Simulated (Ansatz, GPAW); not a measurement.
# A 9-layer slab of Ca(100): work function by functional and basis, part 3 of 3

Aim: the work function of both faces of a 9-layer slab of Ca(100), and its spread over functionals and bases.

GPAW 26.7.0 and Ansatz 0.2.0; Ansatz plane waves; slab in vacuum with a dipole correction, relaxation (the session's first sound run).

So far, upper work function (eV): step 2 (relaxation, PBE) 2.77; step 6 (self-consistent run: xc = "vdW-DF2", GPAW, PAW setups, GPAW) 2.97; step 7 (self-consistent run: xc = "RPBE") 2.69; step 8 (OptPBE vdW: xc = "optPBE-vdW", GPAW, PAW setups, GPAW) 2.90; step 9 (real-space grid: mode = "fd", PBE, GPAW) 2.77.

### Step 11. A second plane-wave code

A second program with its own datasets checks the number independently.

This step: Ansatz plane waves; slab in vacuum with a dipole correction (Ansatz 0.2.0).

input.yaml

```yaml
crystal:
  lattice:
    - [3.945655839, 0.0, 0.0]
    - [0.0, 3.945655839, 0.0]
    - [0.0, 0.0, 38.32]
  atoms:
    - { symbol: Ca, position: [0.0, 0.0, 0.2087682672] }
    - { symbol: Ca, position: [0.5, 0.5, 0.2815762004] }
    - { symbol: Ca, position: [0.0, 0.0, 0.3543841336] }
    - { symbol: Ca, position: [0.5, 0.5, 0.4271920668] }
    - { symbol: Ca, position: [0.0, 0.0, 0.4982918711] }
    - { symbol: Ca, position: [0.5, 0.5, 0.5691322982] }
    - { symbol: Ca, position: [0.0, 0.0, 0.6400294897] }
    - { symbol: Ca, position: [0.5, 0.5, 0.7111228105] }
    - { symbol: Ca, position: [0.0, 0.0, 0.780323054] }
kpoints:
  mp_grid: { grid: [8, 8, 1] }
hamiltonian:
  xc: pbe
scf:
  occupations: { method: fermi_dirac, width: 0.1 }
efield:
  axis: 3
  dipole_correction: true
  ramp_width: 0.05
output:
  forces: true
  write_potential: true
  write_density: true
  volumetric_format: npy
```

Started as:

```console
$ ansatz run input.yaml --threads 4 --pin off --max-ram 8192MiB --backend cpu --events-out ev --progress --plain --runs-dir out
```

Numbers of over 12 decimals in the logs are rounded to 6 here.

Output:

```text
[...]
Crystal: 9 atoms, lattice volume = 596.573 Å³
Basis set: ecut = 420 eV, 11737 PW (Γ), exchange–correlation on 54×54×540 points (8 copies of the dense FFT grid, shifted against one another)
Bands: 54, of which v1, the nominal top of the filled ones, is band 45 counted from 1 (44 counted from 0)
Symmetry: 8 space group operations
[...]
k-points: 15 of 64
[...]
SCF iter   1: F=—  HF=-16351.098623 eV  |F-HF|=—  |Δ(HF+E_count)|=         —  Δρ=2.63e-3  dr2=5.14e0  ethr=1.77e-3  p=0.001 e·Å  D=1.80e-4 V/Å  ΔV_dip=-0.01 eV  dr2_dipole=1.31e-1  V_vac-E_F(+/−)=2.50/2.50 eV  ⟨swp⟩=14.5  Hψ=10747  notcnv=0
[...]
SCF iter   8: F=-16351.031136 eV  HF=-16351.031136 eV  |F-HF|=2.58e-8  |Δ(HF+E_count)|=   3.62e-8  Δρ=8.64e-7  dr2=2.92e-8  ethr=1.11e-10  p=0.001 e·Å  D=4.47e-4 V/Å  ΔV_dip=-0.02 eV  dr2_dipole=3.12e-9  V_vac-E_F(+/−)=2.77/2.78 eV  ⟨swp⟩=26.2  Hψ=7202  notcnv=0
SCF 1 converged in 8 iterations: F = -16351.031136 eV  dr2 = 2.92e-8
[...]
SCF converged after 8 iterations
Free energy (F): -16351.031136 eV
[...]
Internal energy: -16350.665252 eV  (E = F + TS)
E sigma→0 (E₀):  -16350.848194 eV
Entropy (-TS):   -0.365884 eV (-40.654 meV/atom)
Fermi energy:    2.216974 eV
Dipole field:    D = 0.000491 V/Å  (p = 0.001618 e·Å, saw-weighted, corrected)
Work function:   Φ+ = 2.7653 eV   Φ− = 2.7841 eV
[...]
--- Forces (eV/Å), atoms counted from 1 ---
  atom   1  Ca    -0.00000000     0.00000000     0.12860563
  atom   2  Ca    -0.00000000     0.00000000    -0.07581836
  atom   3  Ca     0.00000000     0.00000000     0.00101157
  atom   4  Ca    -0.00000000     0.00000000    -0.05463011
  atom   5  Ca    -0.00000000     0.00000000    -0.00487030
  atom   6  Ca     0.00000000     0.00000000     0.00200476
  atom   7  Ca     0.00000000     0.00000000     0.01254968
  atom   8  Ca     0.00000000     0.00000000    -0.01239517
  atom   9  Ca    -0.00000000     0.00000000     0.00353701
  max |Σ_I F_I| component: 5.28e-6 eV/Å
--- Band table (eV; the first three rows and the last of 15) ---
  k-point 0: bands = [... 41 lower, 0.1111, 0.6807, 1.2091, 1.6342, 2.6924, 2.7428, 2.7871, 2.8596, ... 14 higher]
  k-point 1: bands = [... 41 lower, 0.2603, 0.8240, 1.3485, 1.7709, 2.7407, 2.7643, 2.8283, 2.8503, ... 14 higher]
  k-point 2: bands = [... 41 lower, 0.6770, 1.2180, 1.7296, 2.1327, 2.4986, 2.5477, 2.6611, 2.8471, ... 14 higher]
  k-point 14: bands = [... 41 lower, 2.1346, 2.3094, 2.3371, 2.4183, 2.7501, 2.7501, 2.7787, 2.7787, ... 14 higher]
```

The job ended after 41 s (4 threads of Arm Neoverse N1, shared host; peak memory 1.2 GiB; 2.7 min of CPU time).

The column dr2 measures how far the density is from self-consistency, as an energy; F and HF (Harris–Foulkes) agree once it is small.

Numbers from this step:

```yaml
upper_work_function: 2.765 eV
lower_work_function: 2.784 eV
dipole_along_the_normal: 0.001618 e·Å
dipole_field: 4.91e-4 V/Å
vacuum_level_above: 4.982 eV
vacuum_level_below: 5.001 eV
```

The electrostatic potential energy of an electron (with the applied field's), less the Fermi level, planar mean oscillates, so the rows of the table below give means over windows of 2.7 Å about each position, cut where the curve ends. Its maxima inside the range that stand out by 2 % of the span (Å: eV): 9.4: 0.807, 12.2: 0.747, 15.0: 0.727, 17.7: 0.576, 20.4: 0.546, 23.1: 0.549, 25.8: 0.553, 28.5: 0.433. Its minima: 7.9: -7.87, 10.8: -7.54, 13.6: -7.54, 16.3: -7.52, 19.2: -7.46, 21.9: -7.50, 24.6: -7.53, 27.2: -7.47, 29.9: -7.83.

Table of electrostatic potential energy of an electron (with the applied field's), less the Fermi level, planar mean by z; means over each step:

| z (Å) | electrostatic potential energy of an electron (with the applied field's), less the Fermi level, planar mean (eV) |
| --- | --- |
| 1.35 | 2.78 |
| 4.05 | 2.74 |
| 6.75 | -0.970 |
| 9.45 | -2.65 |
| 12.15 | -2.64 |
| 14.85 | -2.65 |
| 17.55 | -2.88 |
| 20.25 | -2.91 |
| 22.95 | -2.91 |
| 25.65 | -2.88 |
| 28.35 | -3.12 |
| 31.05 | -1.32 |
| 33.75 | 2.72 |
| 36.45 | 2.77 |

The valence density, planar mean oscillates, so the rows of the table below give means over windows of 2.7 Å about each position, cut where the curve ends. Its maxima inside the range that stand out by 2 % of the span (Å: e/Å³): 7.9: 0.547, 10.8: 0.551, 13.6: 0.549, 16.3: 0.549, 19.2: 0.547, 21.9: 0.550, 24.6: 0.552, 27.2: 0.553, 29.9: 0.549. Its minima: 9.4: 0.0556, 12.2: 0.0536, 15.0: 0.0539, 17.7: 0.0558, 20.4: 0.0560, 23.1: 0.0561, 25.8: 0.0556, 28.5: 0.0608.

Valence density, planar mean against z; means over each step:

| z (Å) | valence density, planar mean (e/Å³) |
| --- | --- |
| 1.35 | 4.4e-6 |
| 4.05 | 7.8e-4 |
| 6.75 | 0.137 |
| 9.45 | 0.221 |
| 12.15 | 0.220 |
| 14.85 | 0.221 |
| 17.55 | 0.233 |
| 20.25 | 0.235 |
| 22.95 | 0.235 |
| 25.65 | 0.234 |
| 28.35 | 0.247 |
| 31.05 | 0.157 |
| 33.75 | 9.2e-4 |
| 36.45 | 5.4e-6 |

Force by atom:

| atom | x (eV/Å) | y (eV/Å) | z (eV/Å) | size |
| --- | --- | --- | --- | --- |
| Ca1 | 0.000 | 0.000 | 0.129 | 0.129 |
| Ca2 | 0.000 | 0.000 | -0.076 | 0.076 |
| Ca3 | 0.000 | 0.000 | 0.001 | 0.001 |
| Ca4 | 0.000 | 0.000 | -0.055 | 0.055 |
| Ca5 | 0.000 | 0.000 | -0.005 | 0.005 |
| Ca6 | 0.000 | 0.000 | 0.002 | 0.002 |
| Ca7 | 0.000 | 0.000 | 0.013 | 0.013 |
| Ca8 | 0.000 | 0.000 | -0.012 | 0.012 |
| Ca9 | 0.000 | 0.000 | 0.004 | 0.004 |

The upper face's work function is 2.765 eV, against 2.770 eV in the first plane-wave PBE run at this geometry.

### Step 12. Side by side

Results and costs are gathered.

This step: comparison of work functions, dipole and cost (GPAW 26.7.0).

Ladder, by row:

| step | code | work function, upper (eV) | work function, lower (eV) | dipole (e Å) | wall time (s) | peak memory (GiB) | threads |
| --- | --- | --- | --- | --- | --- | --- | --- |
| pw | GPAW | 2.77 | 2.787 | 0.001538 | 1325 | 0.49 | 1 |
| revPBE | GPAW | 2.694 | 2.714 | 0.001778 | 1544 | 0.49 | 1 |
| LDA | GPAW | 2.892 | 2.906 | 0.001335 | 1187 | 0.5 | 1 |
| vdW-DF2 | GPAW | 2.966 | 2.979 | 0.001227 | 1981 | 0.84 | 1 |
| RPBE | GPAW | 2.693 | 2.713 | 0.00172 | 1473 | 0.49 | 1 |
| optPBE-vdW | GPAW | 2.898 | 2.913 | 0.001356 | 2147 | 0.85 | 1 |
| fd | GPAW | 2.769 | 2.786 | 0.001443 | 8616 | 2.22 | 1 |
| ansatz | Ansatz | 2.765 | 2.784 | 0.001618 | 40.88 | 1.22 | 4 |

### Step 13. A changed run

One more run, with changed settings.

This step: GPAW, PAW setups; slab in vacuum (GPAW 26.7.0).

run.py

```python
import json
import numpy as np
from ase import Atoms
from gpaw import GPAW, PW

slab = Atoms(
    ['Ca', 'Ca', 'Ca', 'Ca', 'Ca', 'Ca', 'Ca', 'Ca', 'Ca'],
    positions=[
        [0.00000, 0.00000, 8.00000],
        [1.97283, 1.97283, 10.79000],
        [0.00000, 0.00000, 13.58000],
        [1.97283, 1.97283, 16.37000],
        [-0.00000, 0.00000, 19.09454],
        [1.97283, 1.97283, 21.80915],
        [-0.00000, 0.00000, 24.52593],
        [1.97283, 1.97283, 27.25023],
        [-0.00000, 0.00000, 29.90198]],
    cell=[[3.94566, 0.0, 0.0], [0.0, 3.94566, 0.0], [0.0, 0.0, 38.32]],
    pbc=[True, True, False])

slab.calc = GPAW(mode=PW(60), xc='PBE', kpts={'size': (8, 8, 1), 'gamma': True},
                 occupations={'name': 'fermi-dirac', 'width': 0.1}, nbands='160%',
                 convergence={'density': 1e-05}, maxiter=100,
                 poissonsolver={'dipolelayer': 'xy'},
                 symmetry={'tolerance': 1e-3}, txt='slab.txt')
result = {}
energy = slab.get_potential_energy()
fermi = slab.calc.get_fermi_level()
v = slab.calc.get_electrostatic_potential().mean((0, 1)) - fermi
n = slab.calc.get_pseudo_density().mean((0, 1))
L = slab.cell[2, 2]
z = np.arange(len(v)) * L / len(v)
low, high = slab.positions[:, 2].min(), slab.positions[:, 2].max()
below, above = np.interp([low - 5.8, high + 5.8], z, v)
slopes = [np.interp(x, z, np.gradient(v, z)) for x in (low - 5.8, high + 5.8)]
eps = np.array([[slab.calc.get_eigenvalues(k, s) for k in range(len(slab.calc.get_ibz_k_points()))]
                for s in range(slab.calc.get_number_of_spins())]) - fermi
top, bottom = eps[eps < 0].max(), eps[eps > 0].min()
dipole = slab.get_dipole_moment()[2]
print(f'energy {energy:.4f} eV, Fermi level {fermi:.4f} eV, dipole {dipole:.5f} e A')
print(f'potential 5.8 A off the faces, from the Fermi level: lower {below:.4f} eV, upper {above:.4f} eV')
print(f'slope of the potential there: lower {slopes[0]:.5f}, upper {slopes[1]:.5f} eV/A')
print(f'nearest levels on the mesh: {top:.4f} and {bottom:.4f} eV')
print('magnetic moment', round(slab.get_magnetic_moment(), 3))
result.update(energy=energy, fermi=fermi, dipole=dipole, below=below, above=above, slopes=slopes, edges=[top, bottom],
              z=z.tolist(), v=v.tolist(), n=n.tolist(), positions=slab.positions.tolist(),
              forces=slab.get_forces(apply_constraint=False).tolist(), moments=slab.get_magnetic_moments().tolist())
json.dump(result, open('result.json', 'w'))
```

Started as:

```console
$ OMP_NUM_THREADS=1 OPENBLAS_NUM_THREADS=1 python run.py
```

Output:

```text
energy 744.1141 eV, Fermi level 1.6716 eV, dipole -0.03178 e A
potential 5.8 A off the faces, from the Fermi level: lower 5.2493 eV, upper 5.4318 eV
slope of the potential there: lower -0.26333, upper 0.30557 eV/A
nearest levels on the mesh: -0.0397 and 0.0901 eV
magnetic moment 0.0
```

Elapsed: 3.7 min, on 1 thread; peak memory 0.15 GiB.

The run finished. A setting was moved off its sound value on purpose, so it serves as a test and not as the result.

The fault put into the input: a cutoff far too low (ecut = 60).

Side by side:

| quantity | this run | sound run | difference |
| --- | --- | --- | --- |
| dipole along the normal (e·Å) | -0.031784 | 0.0015377 | -0.0333 |

One result that differs is the dipole along the normal, -0.0318 e·Å against 0.00154 e·Å.

### Step 14. Results

```yaml
work_function_upper_and_lower_face: 2.770 and 2.787 eV
dipole_along_the_normal: 0.00154 e Å
```

What this shows: With plane waves and PBE the work function is 2.77 eV on the upper face and 2.79 eV on the lower. The measured value for polycrystalline Ca, which weights the faces of low work function, is 2.87 eV (as compiled in "Anisotropic work function of elemental crystals", 2019, arxiv:1902.07811); the relaxed upper face lies 0.10 eV under it with PBE, and LDA comes nearest (2.89 eV). Measured work functions scatter by a tenth of an eV or more between methods. Over the sound runs of the table the upper face's work function spans 2.693 (RPBE) to 2.966 eV (vdW-DF2). The two plane-wave codes differ by 0.0045 eV on the upper face. The small printed dipole stands for a step of -18 meV from the lower to the upper face, and the probes find -17 meV; values this small are near the numerical noise of both. The in-plane lattice was kept as typed, which isn't the functional's own and leaves some strain; spin-orbit coupling and temperature are left out.

[Logs are printed without paths, hosts, clocks, repeated set-up lines and the standing remarks that a program may print on its own settings, such as how far it seeks lower states.]

[Hosts, paths, dates, database ids (printed as entryN), source tags and the programs' standing remarks are cut or masked in the printed files.]
